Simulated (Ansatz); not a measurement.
# Which site? a vacancy of Li in glassy 80SiO2-20Li2O (mol %) (75 atoms)

Aim: make a vacancy of Li at several sites of glassy 80SiO2-20Li2O (mol %) (75 atoms), relax each, and compare their energies.

Method: Kohn-Sham DFT, PBE, PAW (set soft_2), plane waves, in Ansatz 0.2.0.

## (1) Set-up

The cell holds 75 atoms: 20 Si, 10 Li and 45 O. Its edges and angles: a = 9.737 Å, b = 9.737 Å, c = 9.737 Å, α = 90.0°, β = 90.0°, γ = 90.0°. 75 atoms (20 Si, 10 Li, 45 O) placed at random at 2.26 g/cm³, melted at 4000 K for 10 ps at fixed volume with the Morse and Coulomb pair potential with partial charges (Pedone, Malavasi, Menziani, Cormack and Segre, J. Phys. Chem. B 110, 11780 (2006)). Quenched from 1800 K to 300 K at 20 K/ps and fixed volume, held 10 ps at zero pressure.

Limits known from the start: The quench rate of 20 K/ps is many orders above laboratory rates, so the cell is likely richer in defects and strain than a real sample. The starting topology of bonds comes from the classical model, and needn't be the one that DFT or experiment would give. Only the Γ point is sampled, in a cell whose shortest periodic width is 10 Å.

## (2) Single point at the start

A single point comes first, to see the forces before anything moves.

The input, input.yaml:

```yaml
crystal:
  lattice:
    - [9.73665, 0.0, 0.0]
    - [0.0, 9.73665, 0.0]
    - [0.0, 0.0, 9.73665]
  atoms:
    - { symbol: Si, position: [0.9952, 0.36552, 0.60835] }
    - { symbol: Si, position: [0.95677, 0.45778, 0.0714] }
    - { symbol: Si, position: [0.51421, 0.59898, 0.1171] }
    - { symbol: Si, position: [0.7233, 0.08427, 0.96842] }
    - { symbol: Si, position: [0.00365, 0.19929, 0.87706] }
    - { symbol: Si, position: [0.6993, 0.84725, 0.15944] }
    - { symbol: Si, position: [0.44022, 0.97973, 0.84746] }
    - { symbol: Si, position: [0.17474, 0.94375, 0.99981] }
    - { symbol: Si, position: [0.06015, 0.04215, 0.26608] }
    - { symbol: Si, position: [0.60833, 0.29753, 0.17969] }
    - { symbol: Si, position: [0.78852, 0.69939, 0.4128] }
    - { symbol: Si, position: [0.82797, 0.56995, 0.79726] }
    - { symbol: Si, position: [0.48433, 0.59168, 0.41642] }
    - { symbol: Si, position: [0.28189, 0.2759, 0.18962] }
    - { symbol: Si, position: [0.37784, 0.07813, 0.56137] }
    - { symbol: Si, position: [0.11092, 0.69667, 0.80289] }
    - { symbol: Si, position: [0.29595, 0.45992, 0.9187] }
    - { symbol: Si, position: [0.27688, 0.37625, 0.47668] }
    - { symbol: Si, position: [0.26882, 0.7836, 0.50684] }
    - { symbol: Si, position: [0.85894, 0.285, 0.324] }
    - { symbol: Li, position: [0.61409, 0.77836, 0.64145] }
    - { symbol: Li, position: [0.96293, 0.87581, 0.55493] }
    - { symbol: Li, position: [0.54018, 0.0979, 0.33286] }
    - { symbol: Li, position: [0.26588, 0.23873, 0.74155] }
    - { symbol: Li, position: [0.08028, 0.53419, 0.34688] }
    - { symbol: Li, position: [0.49792, 0.6535, 0.83616] }
    - { symbol: Li, position: [0.54485, 0.4466, 0.6913] }
    - { symbol: Li, position: [0.02733, 0.72299, 0.24275] }
    - { symbol: Li, position: [0.70317, 0.99088, 0.46852] }
    - { symbol: Li, position: [0.24156, 0.63609, 0.19922] }
    - { symbol: O, position: [0.67602, 0.20675, 0.06897] }
    - { symbol: O, position: [0.88542, 0.40426, 0.21696] }
    - { symbol: O, position: [0.66617, 0.59468, 0.76877] }
    - { symbol: O, position: [0.4102, 0.57863, 0.99318] }
    - { symbol: O, position: [0.92356, 0.61364, 0.43505] }
    - { symbol: O, position: [0.76376, 0.94514, 0.04556] }
    - { symbol: O, position: [0.33646, 0.98086, 0.98579] }
    - { symbol: O, position: [0.61018, 0.93297, 0.26254] }
    - { symbol: O, position: [0.05435, 0.24677, 0.72523] }
    - { symbol: O, position: [0.19809, 0.71029, 0.37582] }
    - { symbol: O, position: [0.92046, 0.14807, 0.24537] }
    - { symbol: O, position: [0.42101, 0.45589, 0.48587] }
    - { symbol: O, position: [0.17928, 0.74866, 0.64642] }
    - { symbol: O, position: [0.36166, 0.06744, 0.72658] }
    - { symbol: O, position: [0.69351, 0.2773, 0.32083] }
    - { symbol: O, position: [0.30918, 0.94389, 0.49693] }
    - { symbol: O, position: [0.65099, 0.60401, 0.41052] }
    - { symbol: O, position: [0.76573, 0.80917, 0.52323] }
    - { symbol: O, position: [0.9238, 0.30177, 0.47218] }
    - { symbol: O, position: [0.17938, 0.14925, 0.22235] }
    - { symbol: O, position: [0.09835, 0.9268, 0.14467] }
    - { symbol: O, position: [0.38047, 0.40361, 0.79246] }
    - { symbol: O, position: [0.52968, 0.09002, 0.53087] }
    - { symbol: O, position: [0.44708, 0.24311, 0.21058] }
    - { symbol: O, position: [0.80452, 0.76626, 0.26331] }
    - { symbol: O, position: [0.23842, 0.3873, 0.30758] }
    - { symbol: O, position: [0.43489, 0.6072, 0.25741] }
    - { symbol: O, position: [0.17275, 0.54744, 0.84921] }
    - { symbol: O, position: [0.01353, 0.32092, 0.98226] }
    - { symbol: O, position: [0.85146, 0.52041, 0.96356] }
    - { symbol: O, position: [0.15376, 0.81359, 0.90832] }
    - { symbol: O, position: [0.59158, 0.45381, 0.13471] }
    - { symbol: O, position: [0.10837, 0.08151, 0.93273] }
    - { symbol: O, position: [0.58333, 0.04036, 0.89188] }
    - { symbol: O, position: [0.41779, 0.70834, 0.50474] }
    - { symbol: O, position: [0.28652, 0.35042, 0.03764] }
    - { symbol: O, position: [0.14309, 0.42906, 0.559] }
    - { symbol: O, position: [0.0602, 0.56575, 0.11473] }
    - { symbol: O, position: [0.60449, 0.729, 0.10457] }
    - { symbol: O, position: [0.294, 0.21705, 0.50971] }
    - { symbol: O, position: [0.84379, 0.1486, 0.87545] }
    - { symbol: O, position: [0.0304, 0.99202, 0.4146] }
    - { symbol: O, position: [0.89316, 0.45128, 0.70092] }
    - { symbol: O, position: [0.4634, 0.83439, 0.78575] }
    - { symbol: O, position: [0.94565, 0.68799, 0.78618] }
kpoints:
  mp_grid: { grid: [1, 1, 1] }
hamiltonian:
  xc: pbe
scf:
  occupations: { method: fermi_dirac, width: 0.025 }
output:
  forces: true
```

Command:

```bash
$ ansatz run input.yaml --threads 4 --pin off --max-ram 8192MiB --backend cpu --events-out ev --progress --plain --runs-dir out
```

Numbers of over 12 decimals in the logs are rounded to 6 here.

The log of the run:

```text
Engine: ansatz 0.2.0, x86_64-unknown-linux-gnu
Pseudopotentials: kind: paw
Pseudopotential: Si, paw, valence charge 4, recommended cutoff 420 eV (normal), Si.paw.azcp
Pseudopotential: Li, paw, valence charge 3, recommended cutoff 420 eV (normal), Li.paw.azcp
Pseudopotential: O, paw, valence charge 6, recommended cutoff 420 eV (normal), O.paw.azcp
[... 5 lines on functional and potentials left out ...]
Crystal: 75 atoms, lattice volume = 923.057 Å³
Basis set: ecut = 420 eV, 17941 PW (Γ), exchange–correlation on 144×144×144 points (8 copies of the dense FFT grid, shifted against one another)
Bands: 265, of which v1, the nominal top of the filled ones, is band 190 counted from 1 (189 counted from 0)
Symmetry: 1 space group operations
Space group: P1 (ITA 1), of the structure as read, at distance tolerance 9.7e-5 Å
k-points: 1
[... 7 lines on functional and potentials left out ...]
Initial density: superposition of atomic densities (neutral atoms: chi_scale 0, normalization atom), corrected by the library's trained network
Initial wavefunctions: pseudopotential atomic-orbital guess
Functional: x = pbe(κ = 0.804, μ = 0.219515), c = pbe(β = 0.066725)
SCF iter   1: F=—  HF=-40372.932611 eV  |F-HF|=—  |Δ(HF+E_count)|=         —  Δρ=2.39e-3  dr2=8.62e-2  ethr=1.77e-3  ⟨swp⟩=6.0  Hψ=1267  notcnv=0  defer=37
preconditioner: auto → Resta (q_TF=auto, 2.353 Å⁻¹)  ε∞=3.0  [insulator: Δε(μ)=3.624 eV  Ē_g=16.260 eV  σ=0.025 eV  W_gap=1.00  n_scr=202 (ndim 8)  ℏωp=23.2 eV  f_vac=0.134  D(μ)=0.00/eV (n_scr^D=0)  ε∞_Penn≈3.0]
SCF iter   2: F=—  HF=-40372.923644 eV  |F-HF|=—  |Δ(HF+E_count)|=   8.97e-3  Δρ=1.26e-3  dr2=1.97e-2  ethr=2.27e-5  ⟨swp⟩=2.0  Hψ=448  notcnv=0  defer=69
SCF iter   3: F=—  HF=-40372.922874 eV  |F-HF|=—  |Δ(HF+E_count)|=   7.70e-4  Δρ=5.45e-4  dr2=5.34e-3  ethr=5.19e-6  ⟨swp⟩=2.0  Hψ=341  notcnv=0  defer=24
automatic band count: iteration 3 solves 220 bands in place of 265: the levels show a gap, and the empty bands left out lie too high to hold charge; the band table lists the bands solved (type scf.n_extra_bands for more)
SCF iter   4: F=—  HF=-40372.922140 eV  |F-HF|=—  |Δ(HF+E_count)|=   7.33e-4  Δρ=2.07e-4  dr2=4.23e-4  ethr=1.41e-6  ⟨swp⟩=2.0  Hψ=343  notcnv=0  defer=24
SCF iter   5: F=—  HF=-40372.922158 eV  |F-HF|=—  |Δ(HF+E_count)|=   1.75e-5  Δρ=1.08e-4  dr2=9.27e-5  ethr=1.11e-7  ⟨swp⟩=2.0  Hψ=344  notcnv=0  defer=24
SCF iter   6: F=—  HF=-40372.923330 eV  |F-HF|=—  |Δ(HF+E_count)|=   1.17e-3  Δρ=2.74e-5  dr2=6.13e-6  ethr=2.44e-8  ⟨swp⟩=2.0  Hψ=408  notcnv=0  defer=24
SCF iter   7: F=—  HF=-40372.923334 eV  |F-HF|=—  |Δ(HF+E_count)|=   3.20e-6  Δρ=1.33e-5  dr2=1.42e-6  ethr=1.61e-9  ⟨swp⟩=2.0  Hψ=342  notcnv=0  defer=24
SCF iter   8: F=—  HF=-40372.923334 eV  |F-HF|=—  |Δ(HF+E_count)|=   5.40e-7  Δρ=4.98e-6  dr2=2.14e-7  ethr=3.75e-10  ⟨swp⟩=2.0  Hψ=342  notcnv=0  defer=24
SCF iter   9: F=-40372.923334 eV  HF=-40372.923334 eV  |F-HF|=1.09e-8  |Δ(HF+E_count)|=   8.35e-8  Δρ=1.67e-6  dr2=2.55e-8  ethr=2.63e-11  ⟨swp⟩=4.0  Hψ=732  notcnv=0
SCF 1 converged in 9 iterations: F = -40372.923334 eV  dr2 = 2.55e-8
  greatest PAW one-centre occupation: 1.000 electrons in one spin orbital (limit 2), on the Li atom at site 25 (counted from 0), in its partial waves of l = 0
SCF converged after 9 iterations
Free energy (F): -40372.923334 eV
Harris-Foulkes:  -40372.923334 eV  (|F-HF|=1.09e-8)
Internal energy: -40372.923334 eV  (E = F + TS)
E sigma→0 (E₀):  -40372.923334 eV
Fermi energy:    5.705398 eV
--- Per-component energies (eV) ---
  E_band       = -2339.939605
  E_kinetic    = 9182.192467
  E_local      = -25578.656285  (includes V_loc(G=0)·N_el)
  E_nonlocal   = 2321.123041
  E_hartree    = 9474.907610
  E_xc         = -4578.627819
  E_vxc        = -5373.149361  (∫ρ·V_xc dr)
  E_paw        = -17629.196504  (= ΣΔE_a)
  E_vpaw       = -1841.375321  (= ΣTr[D̂ρ^β])
  E_aug_tail   = 0.115801  (compensation charges beyond the density's cutoff)
  E_ewald      = -13564.781644
  E_smearing   = -0.000000  (= −TS)
  E_closure    = -0.000000  (closes the sum)
  Σ components = -40372.923334   (vs F -40372.923334, Δ=0.00e0)
--- Forces (eV/Å), atoms counted from 1 ---
  atom   1  Si     0.41870852    -0.82369609     0.52301689
  atom   2  Si    -1.78366570    -2.71952867    -0.75150257
  atom   3  Si     1.27747878    -1.97948950    -0.19562896
  atom   4  Si    -1.19956720    -0.10712849     0.11624703
  atom   5  Si    -0.57690519    -1.20904378     0.95793053
  atom   6  Si    -0.21796392     1.43411684     3.61278479
  atom   7  Si    -1.38298276    -1.33710728     0.38109539
  atom   8  Si     0.79763398     2.49216193    -0.72811567
  atom   9  Si    -2.05162680     1.34142553     0.66289287
  atom  10  Si    -2.11141525     1.45357652     0.31656403
  atom  11  Si     1.46302567    -2.23257878    -0.71051317
  atom  12  Si    -0.65017801    -0.64030470     2.50828795
  atom  13  Si     1.87702379     1.23433731    -1.52694941
  atom  14  Si     0.45565904    -0.45651309    -0.38347819
[...]
atom  74  O      0.67796354    -2.16463972    -0.76535789
  atom  75  O      0.24092897     1.44407166    -0.44169424
  max |Σ_I F_I| component: 7.53e-5 eV/Å
```

Wall time 8.9 s (4 threads of Intel Xeon Platinum 8488C (Sapphire Rapids), shared host); peak memory 1.2 GiB.

The r.m.s. force at the start is 1.3 eV/Å.

## (3) Relaxation

With the cell held, the atoms are moved downhill towards a nearby minimum.

The input, input.yaml:

```yaml
crystal:
  lattice:
    - [9.73665, 0.0, 0.0]
    - [0.0, 9.73665, 0.0]
    - [0.0, 0.0, 9.73665]
  atoms:
    [... the 75 atom lines of step 2 ...]
kpoints:
  mp_grid: { grid: [1, 1, 1] }
hamiltonian:
  xc: pbe
scf:
  occupations: { method: fermi_dirac, width: 0.025 }
output:
  forces: true
relax:
  f_tol: 0.05
  max_steps: 120
```

The log of the run:

```text
[...]
Crystal: 75 atoms, lattice volume = 923.057 Å³
Basis set: ecut = 420 eV, 17941 PW (Γ), exchange–correlation on 144×144×144 points (8 copies of the dense FFT grid, shifted against one another)
Bands: 265, of which v1, the nominal top of the filled ones, is band 190 counted from 1 (189 counted from 0)
Symmetry: 1 space group operations
[...]
k-points: 1
[...]
SCF iter   1: F=—  HF=-40372.932612 eV  |F-HF|=—  |Δ(HF+E_count)|=         —  Δρ=2.39e-3  dr2=8.62e-2  ethr=1.77e-3  ⟨swp⟩=6.0  Hψ=1267  notcnv=0  defer=37
[...]
SCF iter   5: F=—  HF=-40372.923323 eV  |F-HF|=—  |Δ(HF+E_count)|=   1.31e-5  Δρ=1.08e-4  dr2=9.41e-5  ethr=1.12e-7  ⟨swp⟩=2.0  Hψ=407  notcnv=0  defer=69
SCF iter   6: F=-40372.923332 eV  HF=-40372.923330 eV  |F-HF|=1.78e-6  |Δ(HF+E_count)|=   7.30e-6  Δρ=2.71e-5  dr2=6.12e-6  ethr=1.64e-8  ⟨swp⟩=4.0  Hψ=770  notcnv=0
SCF 1 converged in 6 iterations: F = -40372.923332 eV  dr2 = 6.12e-6
[...]
relax step   1: F+E_penalty+E_count = -40372.92333213 eV  Δ(F+E_penalty+E_count) = +0.000e0 eV  max|allowed force component| = 4.077e0 eV/Å  Δτ_max = 0.0000 Å  (6 SCF iters, dr2 threshold 6.25e-5 eV, accepted)
[...]
relax step   2: F+E_penalty+E_count = -40376.21316230 eV  Δ(F+E_penalty+E_count) = -3.290e0 eV  max|allowed force component| = 2.607e0 eV/Å  Δτ_max = 0.1950 Å  (6 SCF iters, dr2 threshold 1.00e-4 eV, accepted)
[...]
relax step   3: F+E_penalty+E_count = -40378.48173742 eV  Δ(F+E_penalty+E_count) = -2.269e0 eV  max|allowed force component| = 9.318e-1 eV/Å  Δτ_max = 0.1904 Å  (6 SCF iters, dr2 threshold 1.00e-4 eV, accepted)
relax step   4: F+E_penalty+E_count = -40378.74209225 eV  Δ(F+E_penalty+E_count) = -2.604e-1 eV  max|allowed force component| = 7.112e-1 eV/Å  Δτ_max = 0.0896 Å  (6 SCF iters, dr2 threshold 1.00e-4 eV, accepted)
relax step   5: F+E_penalty+E_count = -40379.00618489 eV  Δ(F+E_penalty+E_count) = -2.641e-1 eV  max|allowed force component| = 2.843e-1 eV/Å  Δτ_max = 0.1977 Å  (6 SCF iters, dr2 threshold 6.46e-5 eV, accepted)
relax step   6: F+E_penalty+E_count = -40379.17739586 eV  Δ(F+E_penalty+E_count) = -1.712e-1 eV  max|allowed force component| = 2.294e-1 eV/Å  Δτ_max = 0.1943 Å  (6 SCF iters, dr2 threshold 1.29e-5 eV, accepted)
relax step   7: F+E_penalty+E_count = -40379.32111304 eV  Δ(F+E_penalty+E_count) = -1.437e-1 eV  max|allowed force component| = 2.347e-1 eV/Å  Δτ_max = 0.1939 Å  (7 SCF iters, dr2 threshold 8.41e-6 eV, accepted)
relax step   8: F+E_penalty+E_count = -40379.41741161 eV  Δ(F+E_penalty+E_count) = -9.630e-2 eV  max|allowed force component| = 2.411e-1 eV/Å  Δτ_max = 0.2000 Å  (6 SCF iters, dr2 threshold 3.59e-5 eV, accepted)
relax step   9: F+E_penalty+E_count = -40379.48625061 eV  Δ(F+E_penalty+E_count) = -6.884e-2 eV  max|allowed force component| = 2.076e-1 eV/Å  Δτ_max = 0.1950 Å  (6 SCF iters, dr2 threshold 5.81e-5 eV, accepted)
relax step  10: F+E_penalty+E_count = -40379.50681475 eV  Δ(F+E_penalty+E_count) = -2.056e-2 eV  max|allowed force component| = 2.638e-1 eV/Å  Δτ_max = 0.1940 Å  (6 SCF iters, dr2 threshold 3.19e-5 eV, accepted)
relax step  11: F+E_penalty+E_count = -40379.36232479 eV  Δ(F+E_penalty+E_count) = +1.445e-1 eV  max|allowed force component| = 6.952e-1 eV/Å  Δτ_max = 0.1916 Å  (7 SCF iters, dr2 threshold 5.16e-5 eV, rejected (line search))
relax step  12: F+E_penalty+E_count = -40379.53157006 eV  Δ(F+E_penalty+E_count) = -2.476e-2 eV  max|allowed force component| = 1.011e-1 eV/Å  Δτ_max = 0.0932 Å  (10 SCF iters, accepted)
relax step  13: F+E_penalty+E_count = -40379.53072886 eV  Δ(F+E_penalty+E_count) = +8.412e-4 eV  max|allowed force component| = 1.330e-1 eV/Å  Δτ_max = 0.0721 Å  (9 SCF iters, rejected (line search))
relax step  14: F+E_penalty+E_count = -40379.54153980 eV  Δ(F+E_penalty+E_count) = -9.970e-3 eV  max|allowed force component| = 5.184e-2 eV/Å  Δτ_max = 0.0350 Å  (8 SCF iters, accepted)
relax step  15: F+E_penalty+E_count = -40379.54123168 eV  Δ(F+E_penalty+E_count) = +3.081e-4 eV  max|allowed force component| = 7.666e-2 eV/Å  Δτ_max = 0.0500 Å  (8 SCF iters, rejected (line search))
[...]
relax step  16: F+E_penalty+E_count = -40379.54396750 eV  Δ(F+E_penalty+E_count) = -2.428e-3 eV  max|allowed force component| = 2.954e-2 eV/Å  Δτ_max = 0.0244 Å  (7 SCF iters, accepted)
SCF converged after 7 iterations
Free energy (F): -40379.543967 eV
[...]
Internal energy: -40379.543967 eV  (E = F + TS)
E sigma→0 (E₀):  -40379.543967 eV
Fermi energy:    5.398637 eV
[...]
Σ components = -40379.543967   (vs F -40379.543967, Δ=0.00e0)
--- Forces (eV/Å), atoms counted from 1 ---
  atom   1  Si    -0.00092266     0.00074245    -0.00345950
  atom   2  Si    -0.02033524    -0.01483395    -0.00679250
  atom   3  Si     0.00651230     0.00203947    -0.00556726
  atom   4  Si    -0.00876712    -0.00280874    -0.00574475
[...]
atom  75  O      0.00734867     0.00238255     0.00232634
  max |Σ_I F_I| component: 9.39e-5 eV/Å
--- Relaxed structure (16 steps of the walk, 13 accepted, 0 SCFs on fresh bases) ---
  F+E_penalty+E_count = -40379.54396750 eV   max|allowed force component| = 2.954e-2 eV/Å
  atoms:
    - { symbol: Si, position: [0.996093, 0.360844, 0.609136] }
    - { symbol: Si, position: [0.962218, 0.473615, 0.072161] }
    - { symbol: Si, position: [0.520282, 0.582840, 0.122366] }
    - { symbol: Si, position: [0.720239, 0.076307, 0.962600] }
[...]
- { symbol: O, position: [0.951357, 0.690579, 0.763945] }
```

Wall time 44 s (4 threads); peak memory 1.2 GiB.

The relaxation converged after 16 steps, 6.62 eV below its start, with a largest force component of 0.030 eV/Å.

(Part 1 of 3 ends here.)

[Logs are printed without paths, hosts, clocks, repeated set-up lines and the standing remarks that a program may print on its own settings, such as how far it seeks lower states.]

[Hosts, paths, dates, database ids (printed as entryN), source tags and the programs' standing remarks are cut or masked in the printed files.]
